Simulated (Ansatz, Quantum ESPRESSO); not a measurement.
# Ir(100), 5 layers against a metal electrode: the electrode's level over the Fermi level at a withheld member of a series

Method. Quantum ESPRESSO 7.5, PBE, GBRV ultrasoft. The slab is relaxed neutral, then held. ESM with bc3: vacuum below and a metal electrode about 6 Å above the top atoms. Cold smearing of 0.02 Ry. Charges are set per cell from the starting area. The slabs take the lattice constants of the bulk relaxed by the same program. The series steps the charge of the slab (positive: electrons removed).

| charge of the slab | electrode's level over the Fermi level (eV) |
| --- | --- |
| 1 ×10¹³ e/cm² | 6.358 |
| 2 ×10¹³ e/cm² | 7.169 |
| 3 ×10¹³ e/cm² | 7.981 |
| 4.5 ×10¹³ e/cm² | 9.209 |
| 6 ×10¹³ e/cm² | 10.444 |
| 7 ×10¹³ e/cm² | 11.271 |

One more run was made and is withheld. What is the electrode's level over the Fermi level at 8 ×10¹³ e/cm²?

By hand: The rows at 6 ×10¹³ e/cm² and 7 ×10¹³ e/cm² give a slope of (11.271 − (10.444))/(7 − (6)) = 0.827, so a straight line gives 12.098 eV. A parabola through these and the row at 4.5 ×10¹³ e/cm² gives 12.101 eV.

**Check.** 12.102 eV. The line misses by −0.004 and the parabola by −0.001 eV. Both misses are under 5 % of the step from the nearer row.

**Limits.** Vacuum fills the gap; ions don't answer the charge; added electrons can spill towards the electrode at the most negative charges. Charges count on the starting cell, which the relaxation changed by some per cent. Members without a usable value, or on the other side of zero field or charge, are not listed.
